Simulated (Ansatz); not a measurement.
# Lattice dynamics of (GaAs)3(MgS)1 [001] superlattice, started as zinc blende

Wanted: phonon frequencies of (GaAs)3(MgS)1 [001] superlattice, started as zinc blende and what follows from them.

Main program and level: Ansatz 0.2.0; DFT LDA, scalar-relativistic, plane waves, PAW.

The structure was built from a prototype and need not be the compound's stable phase.

## Step 1: The starting structure

It takes space group Pmm2 (No. 25, orthorhombic). The conventional cell has a = 3.990 Å, b = 3.990 Å, c = 11.285 Å, α = 90.00°, β = 90.00°, γ = 90.00°. Nearest to As lie 4 Ga at 2.44 Å. As has 2 Ga at 2.44 Å and 2 Mg at 2.44 Å nearest. Ga has 2 S at 2.44 Å and 2 As at 2.44 Å nearest. Nearest to Ga lie 4 As at 2.44 Å. Nearest to Ga lie 4 As at 2.44 Å. Farther neighbours and most contacts between anions are not listed.

## Step 2: Coarse relaxation

The start is far from rest, so a relaxation with loose tolerances brings it close first.

input.yaml

```yaml
crystal:
  lattice:
    - [2.82125, 2.82125, 0.0]
    - [-2.82125, 2.82125, 0.0]
    - [0.0, 0.0, 11.285]
  atoms:
    - { symbol: As, position: [0.5, 0.0, 0.125] }
    - { symbol: As, position: [1.0, 0.5, 0.375] }
    - { symbol: As, position: [0.5, 0.0, 0.625] }
    - { symbol: Ga, position: [0.0, 0.0, 0.0] }
    - { symbol: Ga, position: [0.5, 0.5, 0.25] }
    - { symbol: Ga, position: [0.0, 0.0, 0.5] }
    - { symbol: Mg, position: [0.5, 0.5, 0.75] }
    - { symbol: S, position: [1.0, 0.5, 0.875] }
kpoints:
  mp_grid: { grid: [6, 6, 2] }
hamiltonian:
  xc: lda
scf:
  occupations: { method: gaussian, width: 0.1 }
output:
  forces: true
  stress: true
  eigenvalues: true
relax:
  adjacent_minimum: "off"
  f_tol: 0.05
  max_steps: 80
  cell: { stress_tol: 0.5 }
```

The run is started by

```sh
> ansatz run input.yaml --threads 4 --pin off --max-ram 14336MiB --backend cpu --events-out ev --progress --plain --runs-dir out
```

Numbers of over 12 decimals in the logs are rounded to 6 here.

The program printed:

```text
The last accepted step is kept in <dir> (removed where the run ends without a failure and the disk answers)
Engine: ansatz 0.2.0, aarch64-unknown-linux-gnu
Pseudopotentials: kind: paw
Pseudopotential: As, paw, valence charge 15, recommended cutoff 420 eV (normal), As.paw.azcp
Pseudopotential: Ga, paw, valence charge 13, recommended cutoff 420 eV (normal), Ga.paw.azcp
[...]
- [-2.828949, 2.828949, 0]
    - [0, 0, 11.221057]
  atoms:
    - { symbol: As, position: [0.5, 0, 0.122602] }
    - { symbol: As, position: [1.0, 0.500000, 0.370841] }
    - { symbol: As, position: [0.5, 0, 0.618246] }
    - { symbol: Ga, position: [0, 0, 0.002399] }
    - { symbol: Ga, position: [0.5, 0.500000, 0.249117] }
    - { symbol: Ga, position: [0, 0, 0.498372] }
    - { symbol: Mg, position: [0.5, 0.500000, 0.752026] }
    - { symbol: S, position: [1.0, 0.500000, 0.886397] }
[key lines of the parts left out:]
SCF converged after 5 iterations
Free energy (F): -28216.824647 eV
Fermi energy:    7.673619 eV
P = ⅓ Tr σ = 0.0401 GPa (0.401 kbar)
```

Elapsed: 32 s, on 4 threads of Arm Neoverse V2, shared host; peak memory 0.66 GiB; 2.1 min of CPU time.

The steps of the relaxation:

```
step  energy less that of the first step (eV)  largest force component (eV/Å)  pressure (GPa)  volume (Å³)
   1                                   0.0000                          0.9287           -0.70       179.64
   2                                  -0.1090                          0.1737           -0.07       178.10
   3                                  -0.1145                          0.0246            0.04       177.93
  4*                                  -0.1143                          0.0246            0.04       177.93
```

Relaxation steps marked * repeat the geometry before them on a plane-wave basis chosen anew for their cell, so energy and pressure can jump there.

The run keeps the 4 symmetry operations that it works with, so distortions that break them were not tested.

```
conventional cell, symmetrised  before   after  change
                         a (Å)   3.990   3.963  -0.7 %
                         b (Å)   3.990   4.001  +0.3 %
                         c (Å)  11.285  11.221  -0.6 %
              volume (Å³/atom)   22.46   22.24  -1.0 %
```

The atoms that moved most (Å, as changes of fractional coordinates times the final cell):

```
atom     dx     dy      dz  length
  S8  0.000  0.000   0.128   0.128
 As3  0.000  0.000  -0.076   0.076
 As2  0.000  0.000  -0.047   0.047
 Ga4  0.000  0.000   0.027   0.027
 As1  0.000  0.000  -0.027   0.027
 Mg7  0.000  0.000   0.023   0.023
 Ga6  0.000  0.000  -0.018   0.018
 Ga5  0.000  0.000  -0.010   0.010
```

Final coordinates:

```cif
data_structure
_symmetry_space_group_name_H-M 'P 1'
_symmetry_Int_Tables_number 1
_cell_length_a 3.9635
_cell_length_b 4.0007
_cell_length_c 11.2211
_cell_angle_alpha 90.000
_cell_angle_beta 90.000
_cell_angle_gamma 90.000
_cell_volume 177.93
loop_
_atom_site_label
_atom_site_type_symbol
_atom_site_fract_x
_atom_site_fract_y
_atom_site_fract_z
_atom_site_occupancy
As1 As 0.50000 0.00000 0.12260 1
As2 As 0.00000 0.50000 0.37084 1
As3 As 0.50000 0.00000 0.61825 1
Ga4 Ga 0.00000 0.00000 0.00240 1
Ga5 Ga 0.50000 0.50000 0.24912 1
Ga6 Ga 0.00000 0.00000 0.49837 1
Mg7 Mg 0.50000 0.50000 0.75203 1
S8 S 0.00000 0.50000 0.88640 1
```

Numbers from this step:

```yaml
pressure: 0.04011 GPa
volume_per_atom: 22.24 Å³
gap_on_the_k_mesh: 0 eV
```

In this step the volume went from 22.46 to 22.24 Å³/atom.

## Step 3: Bringing the structure to rest

Harmonic phonons are second derivatives at a point where the forces vanish, and they are wanted at zero stress, so atoms and cell are relaxed first.

input.yaml

```yaml
crystal:
  lattice:
    - [2.8026047781, 2.8026047781, 0.0]
    - [-2.8289494402, 2.8289494402, 0.0]
    - [0.0, 0.0, 11.2210566943]
  atoms:
    - { symbol: As, position: [0.5, 0.0, 0.1226020449] }
    - { symbol: As, position: [1.0, 0.5, 0.3708409228] }
    - { symbol: As, position: [0.5, 0.0, 0.6182461214] }
    - { symbol: Ga, position: [0.0, 0.0, 0.0023990038] }
    - { symbol: Ga, position: [0.5, 0.5, 0.2491169269] }
    - { symbol: Ga, position: [0.0, 0.0, 0.4983718772] }
    - { symbol: Mg, position: [0.5, 0.5, 0.7520258412] }
    - { symbol: S, position: [1.0, 0.5, 0.8863972617] }
kpoints:
  mp_grid: { grid: [10, 10, 4] }
hamiltonian:
  xc: lda
scf:
  occupations: { method: gaussian, width: 0.1 }
output:
  forces: true
  stress: true
  eigenvalues: true
  write_density: true
  write_potential: true
  elf: true
  volumetric_format: npy
relax:
  adjacent_minimum: "off"
  f_tol: 0.005
  max_steps: 80
  cell: { stress_tol: 0.05 }
```

The program printed:

```text
[...]
Crystal: 8 atoms, lattice volume = 177.931 Å³
Basis set: ecut = 420 eV, 3469 PW (Γ)
Bands: 60, of which v1, the nominal top of the filled ones, is band 50 counted from 1 (49 counted from 0)
Symmetry: 4 space group operations
[...]
k-points: 108 of 400 (time reversal used)
[...]
SCF iter   1: F=—  HF=-28216.860362 eV  |F-HF|=—  |Δ(HF+E_count)|=         —  Δρ=5.76e-3  dr2=6.78e-2  ethr=1.77e-3  ⟨swp⟩=6.2  Hψ=22224  notcnv=0  defer=16
[...]
SCF iter   8: F=-28216.842012 eV  HF=-28216.842012 eV  |F-HF|=2.40e-8  |Δ(HF+E_count)|=   6.74e-8  Δρ=3.86e-6  dr2=3.02e-8  ethr=1.00e-10  ⟨swp⟩=14.1  Hψ=51414  notcnv=0
SCF 1 converged in 8 iterations: F = -28216.842012 eV  dr2 = 3.02e-8
[...]
relax step   1: F+E_penalty+E_count = -28216.84201210 eV  Δ(F+E_penalty+E_count) = +0.000e0 eV  max|allowed force component| = 8.380e-2 eV/Å  Δτ_max = 0.0000 Å  P = -0.014 GPa  Ω = 177.931 Å³  (8 SCF iters, dr2 threshold 1.00e-7 eV, accepted)
Crystal: 8 atoms, lattice volume = 177.898 Å³
Basis set: ecut = 420 eV, 3461 PW (Γ)
[...]
SCF iter   5: F=-28216.842779 eV  HF=-28216.842779 eV  |F-HF|=1.94e-7  |Δ(HF+E_count)|=   3.71e-7  Δρ=5.58e-6  dr2=2.03e-7  ethr=4.39e-10  ⟨swp⟩=7.9  Hψ=46745  notcnv=0
SCF 2 converged in 5 iterations: F = -28216.842779 eV  dr2 = 2.03e-7
relax step   2: F+E_penalty+E_count = -28216.84277889 eV  Δ(F+E_penalty+E_count) = -7.668e-4 eV  max|allowed force component| = 2.524e-2 eV/Å  Δτ_max = 0.0093 Å  P = +0.008 GPa  Ω = 177.898 Å³  energy of the carried Pulay correction = +5.158e-6 eV  (5 SCF iters, dr2 threshold 4.39e-7 eV, accepted)
Crystal: 8 atoms, lattice volume = 177.968 Å³
[...]
SCF iter   6: F=-28216.842845 eV  HF=-28216.842845 eV  |F-HF|=2.19e-9  |Δ(HF+E_count)|=   2.47e-8  Δρ=1.34e-6  dr2=3.63e-9  ethr=3.98e-11  ⟨swp⟩=8.0  Hψ=40307  notcnv=0
SCF 3 converged in 6 iterations: F = -28216.842845 eV  dr2 = 3.63e-9
relax step   3: F+E_penalty+E_count = -28216.84284484 eV  Δ(F+E_penalty+E_count) = -6.595e-5 eV  max|allowed force component| = 5.376e-3 eV/Å  Δτ_max = 0.0040 Å  P = -0.007 GPa  Ω = 177.968 Å³  energy of the carried Pulay correction = -5.871e-6 eV  (6 SCF iters, dr2 threshold 3.98e-8 eV, accepted)
[...]
relax step   4: F+E_penalty+E_count = -28216.84285666 eV  Δ(F+E_penalty+E_count) = -1.182e-5 eV  max|allowed force component| = 6.883e-4 eV/Å  Δτ_max = 0.0010 Å  P = -0.001 GPa  Ω = 177.944 Å³  energy of the carried Pulay correction = -2.133e-6 eV  (6 SCF iters, dr2 threshold 1.81e-9 eV, accepted)
[...]
SCF iter   1: F=—  HF=-28216.842860 eV  |F-HF|=—  |Δ(HF+E_count)|=         —  Δρ=4.52e-5  dr2=7.66e-8  ethr=1.64e-7  ⟨swp⟩=3.0  Hψ=39676  notcnv=0
eigensolver tolerance schedule: the retry pair's looser diagonalisation over-reported the residual by 2137.59 of it (diagonalisation noise at 0.13 of the residual, at the tolerance the schedule requests for it); recorded, not acted on — ethr = c·dr2/N_el stays at c = 1.0e-1
SCF iter   2: F=—  HF=-28216.842863 eV  |F-HF|=—  |Δ(HF+E_count)|=   2.70e-6  Δρ=1.13e-6  dr2=3.40e-9  ethr=7.66e-11  ⟨swp⟩=2.9  Hψ=14137  notcnv=0
[...]
SCF iter   5: F=-28216.842863 eV  HF=-28216.842863 eV  |F-HF|=5.09e-11  |Δ(HF+E_count)|=  5.82e-11  Δρ=8.60e-8  dr2=3.89e-11  ethr=1.00e-12  ⟨swp⟩=7.6  Hψ=35335  notcnv=0
SCF 5 converged in 5 iterations: F = -28216.842863 eV  dr2 = 3.89e-11
relax step   5: F+E_penalty+E_count = -28216.84286265 eV  Δ(F+E_penalty+E_count) = -5.986e-6 eV  max|allowed force component| = 6.867e-4 eV/Å  Δτ_max = 0.0000 Å  P = -0.001 GPa  Ω = 177.944 Å³  stress off target by 2.57e-3 GPa  SCF on the basis re-selected at this cell (its energy is not comparable with the rows above)  (5 SCF iters)
basis re-selected at this cell: Δ(F+E_penalty+E_count) = -5.986e-6 eV, ΔP = +0.000 GPa vs the last step (what re-selecting the basis moved, of the pressure what is left beyond the Pulay correction that the steps carried, after the strain that the cell walked since its last selection, with what the two solves' SCF thresholds leave and, on support functions, any second-order correction that the steps lacked; it is no m [...]
SCF converged after 5 iterations
Free energy (F): -28216.842863 eV
[...]
Internal energy: -28216.838757 eV  (E = F + TS)
E sigma→0 (E₀):  -28216.840810 eV
Entropy (-TS):   -0.004105 eV (-0.513 meV/atom)
Fermi energy:    7.713302 eV
[...]
--- Forces (eV/Å), atoms counted from 1 ---
  atom   1  As     0.00000000     0.00000000     0.00050698
  atom   2  As     0.00000000    -0.00000000     0.00030212
  atom   3  As     0.00000000    -0.00000000    -0.00022387
  atom   4  Ga    -0.00000000     0.00000000    -0.00068703
  atom   5  Ga    -0.00000000     0.00000000    -0.00029162
  atom   6  Ga    -0.00000000    -0.00000000    -0.00025616
  atom   7  Mg    -0.00000000    -0.00000000     0.00012183
  atom   8  S      0.00000000     0.00000000     0.00052474
  max |Σ_I F_I| component: 3.01e-6 eV/Å
--- Stress (GPa, compression-positive) ---
       -0.000801       0.001768       0.000000
        0.001768      -0.000801       0.000000
        0.000000       0.000000      -0.000819
  P = ⅓ Tr σ = -0.0008 GPa (-0.008 kbar)
--- Band table (eV; the first three rows and the last of 108) ---
  k-point 0: bands = [... 46 lower, 6.0347, 6.7055, 7.0205, 7.4945, 7.6426, 8.5455, 8.7667, 9.5120, ... 6 higher]
  k-point 1: bands = [... 46 lower, 6.0968, 6.0974, 6.9563, 7.5739, 7.9798, 8.5914, 8.8136, 9.4722, ... 6 higher]
  k-point 2: bands = [... 46 lower, 6.0126, 6.1610, 6.8836, 7.5024, 8.2680, 8.5801, 9.0079, 9.5092, ... 6 higher]
  k-point 107: bands = [... 46 lower, 4.3340, 4.4427, 5.1174, 5.2102, 9.4065, 9.4579, 9.5058, 9.9014, ... 6 higher]
--- Relaxed structure (4 steps of the walk, 4 accepted, 1 SCFs on fresh bases) ---
[...]
cell:  # Å, volume = 177.9441 Å³
    - [2.798197, 2.798197, 0.0]
    - [-2.825881, 2.825881, 0]
    - [0, 0, 11.251787]
  atoms:
    - { symbol: As, position: [0.5, 0, 0.122947] }
    - { symbol: As, position: [1.0, 0.500000, 0.370988] }
    - { symbol: As, position: [0.5, 0, 0.618076] }
    - { symbol: Ga, position: [0, 0, 0.00285608] }
    - { symbol: Ga, position: [0.500000, 0.5, 0.249335] }
    - { symbol: Ga, position: [0, 0, 0.498359] }
    - { symbol: Mg, position: [0.500000, 0.5, 0.750900] }
    - { symbol: S, position: [1.0, 0.500000, 0.886540] }
```

The job ended after 2.4 min (4 threads; peak memory 1.1 GiB).

The steps of the relaxation:

```
step  energy less that of the first step (eV)  largest force component (eV/Å)  pressure (GPa)  volume (Å³)
   1                                   0.0000                          0.0838           -0.01       177.93
   2                                  -0.0008                          0.0252            0.01       177.90
   3                                  -0.0008                          0.0054           -0.01       177.97
   4                                  -0.0008                          0.0007            0.00       177.94
  5*                                  -0.0009                          0.0007            0.00       177.94
```

Relaxation steps marked * repeat the geometry before them on a plane-wave basis chosen anew for their cell, so energy and pressure can jump there.

Forces are held to the 4 operations that the run works with; a distortion that breaks them can't arise in this run.

```
conventional cell, symmetrised  before   after  change
                         a (Å)   3.963   3.957  -0.2 %
                         b (Å)   4.001   3.996  -0.1 %
                         c (Å)  11.221  11.252  +0.3 %
              volume (Å³/atom)   22.24   22.24  +0.0 %
```

The atoms that moved most (Å, as changes of fractional coordinates times the final cell):

```
atom     dx     dy      dz  length
 Mg7  0.000  0.000  -0.013   0.013
 Ga4  0.000  0.000   0.005   0.005
```

Numbers from this step:

| Property | Result |
| --- | --- |
| pressure | -8.07e-4 GPa |

Electrostatic potential energy in the ac plane at fractional y = 0.500, with atoms of As and Ga and Mg and S within 0.2 Å of it. With pseudopotentials it is smooth inside the atoms' cores, unlike the true potential.

Values in eV, 24 rows by 14 columns, each cell a mean:
```
 -3   0   5   8  10  11  11  11  11  11  10   8   3  -1
-28 -27 -13   2   8  10  11  11  11  10   7  -2 -19 -28
-21 -29 -26  -4   6   9   9   9   9   8   5 -10 -30 -27
-28 -27 -14   1   5   5   3   2   4   5   5  -2 -19 -28
 -3  -1   4   5   1  -9 -19 -22 -17  -4   3   5   2  -2
  9   9   7   4  -6 -27 -32 -32 -32 -21  -2   5   8   9
 10  10   8   5  -3 -20 -30 -32 -29 -14   0   6   9  10
 11  11  10   8   5   0  -5  -8  -4   2   6   9  10  11
 11  11  11  11  10   9   8   8   8   9  10  11  11  11
 12  12  12  12  12  11  11  11  11  12  12  12  12  12
 11  11  12  12  12  12  12  12  12  12  12  12  12  11
 10  10  11  11  12  12  12  12  12  12  12  11  11  10
  3   4   7   9  11  11  12  12  12  11  10   9   6   4
 -5  -7  -6   2   8  10  11  11  11  10   7   0  -8  -6
 12  10  -6  -6   5   9   9  10   9   8   2  -9  -1  11
 12   7  -7  -5   4   5   3   2   4   5   2  -8  -3   9
 -8  -8  -3   2  -1 -10 -14 -15 -14  -7   1   1  -6  -8
  5   6   6   3  -9 -16 -15 -15 -16 -15  -5   4   6   6
 10  10   8   4  -7 -15 -16 -16 -16 -14  -3   6   9  10
 11  11  10   8   4  -3  -8 -10  -8  -1   5   8  10  11
 11  11  10  10   9   8   7   6   7   8   9  10  11  11
 11  11  11  11  11  10  10  10  10  10  11  11  11  11
 10  11  11  11  11  11  11  11  11  11  11  11  11  10
  9   9  10  11  11  11  11  11  11  11  11  10  10   9
```
Columns run along a (4.0 Å; values clipped at the 3rd and 97th percentile), rows up along c (11.3 Å). Atoms in or near the plane, at fractional coordinates: As at (0.00, 0.37), Ga at (0.50, 0.25), Mg at (0.50, 0.75), S at (0.00, 0.89).

ELF in the ac plane at fractional y = 0.500, with atoms of As and Ga and Mg and S within 0.2 Å of it. It is the smooth field of the valence electrons, not physical close to the nuclei.

Values, 24 rows by 14 columns, each cell a mean:
```
0.79 0.77 0.70 0.56 0.34 0.13 0.04 0.02 0.05 0.19 0.41 0.61 0.73 0.78
0.52 0.66 0.81 0.79 0.67 0.37 0.12 0.05 0.16 0.48 0.72 0.81 0.78 0.62
0.05 0.35 0.81 0.88 0.82 0.55 0.21 0.10 0.28 0.68 0.85 0.88 0.71 0.22
0.57 0.76 0.90 0.91 0.77 0.36 0.11 0.06 0.14 0.51 0.83 0.91 0.88 0.70
0.85 0.87 0.85 0.68 0.27 0.15 0.27 0.31 0.24 0.14 0.38 0.76 0.87 0.86
0.59 0.57 0.46 0.18 0.11 0.36 0.34 0.26 0.38 0.29 0.08 0.26 0.52 0.58
0.14 0.13 0.10 0.05 0.07 0.30 0.37 0.34 0.37 0.22 0.04 0.06 0.12 0.14
0.03 0.04 0.06 0.08 0.07 0.07 0.11 0.14 0.10 0.06 0.07 0.07 0.05 0.03
0.02 0.03 0.05 0.09 0.13 0.16 0.16 0.16 0.16 0.15 0.12 0.08 0.04 0.02
0.02 0.02 0.03 0.05 0.08 0.11 0.13 0.14 0.13 0.10 0.07 0.05 0.03 0.02
0.05 0.05 0.04 0.03 0.04 0.05 0.05 0.06 0.05 0.04 0.03 0.03 0.04 0.05
0.31 0.27 0.18 0.10 0.05 0.03 0.02 0.02 0.02 0.03 0.06 0.12 0.21 0.28
0.62 0.59 0.50 0.36 0.18 0.06 0.03 0.02 0.03 0.09 0.23 0.40 0.54 0.60
0.53 0.58 0.61 0.55 0.42 0.21 0.09 0.06 0.11 0.28 0.47 0.57 0.61 0.57
0.22 0.27 0.53 0.62 0.59 0.42 0.25 0.20 0.28 0.49 0.61 0.61 0.44 0.24
0.22 0.31 0.58 0.71 0.68 0.48 0.33 0.29 0.35 0.55 0.71 0.69 0.49 0.27
0.57 0.63 0.72 0.70 0.49 0.29 0.20 0.16 0.21 0.34 0.56 0.73 0.69 0.61
0.57 0.60 0.62 0.47 0.31 0.13 0.05 0.11 0.05 0.19 0.34 0.53 0.63 0.59
0.28 0.31 0.35 0.31 0.27 0.17 0.07 0.06 0.09 0.21 0.28 0.32 0.34 0.30
0.06 0.08 0.15 0.22 0.25 0.25 0.24 0.22 0.24 0.26 0.24 0.21 0.13 0.08
0.02 0.02 0.06 0.11 0.18 0.23 0.26 0.26 0.25 0.22 0.16 0.09 0.04 0.02
0.01 0.02 0.02 0.04 0.07 0.10 0.13 0.14 0.12 0.09 0.06 0.03 0.02 0.02
0.08 0.07 0.04 0.03 0.03 0.03 0.04 0.04 0.04 0.03 0.03 0.03 0.05 0.07
0.44 0.39 0.28 0.15 0.06 0.03 0.02 0.01 0.02 0.03 0.08 0.18 0.32 0.41
```
Columns run along a (4.0 Å), rows up along c (11.3 Å). Atoms in or near the plane, at fractional coordinates: As at (0.00, 0.37), Ga at (0.50, 0.25), Mg at (0.50, 0.75), S at (0.00, 0.89).

Valence density in the ac plane at fractional y = 0.500, with atoms of As and Ga and Mg and S within 0.2 Å of it. It is the smooth field of the valence electrons, not physical close to the nuclei.

Ten steps, logarithmic in the rise over the least value, from '0' (0 e/Å³) to '9' (33 e/Å³), each cell a mean:
```
22100000000112
23211000001222
12321000001232
23221000001233
22111245311112
00001589740000
00000478620000
00000012100000
00000000000000
00000000000000
00000000000000
00000000000000
11000000000011
54210000000134
97421000001258
87421111111257
33222245422223
11112589842111
00012478731000
00000122210000
00000000000000
00000000000000
00000000000000
00000000000000
```
Columns run along a (4.0 Å), rows up along c (11.3 Å). Atoms in or near the plane, at fractional coordinates: As at (0.00, 0.37), Ga at (0.50, 0.25), Mg at (0.50, 0.75), S at (0.00, 0.89).

In this step the volume went from 22.24 to 22.24 Å³/atom.

(Continued in part 2 of 2.)

[Logs are printed without paths, hosts, clocks, repeated set-up lines and the standing remarks that a program may print on its own settings, such as how far it seeks lower states.]

[Hosts, paths, dates, database ids (printed as entryN), source tags and the programs' standing remarks are cut or masked in the printed files.]
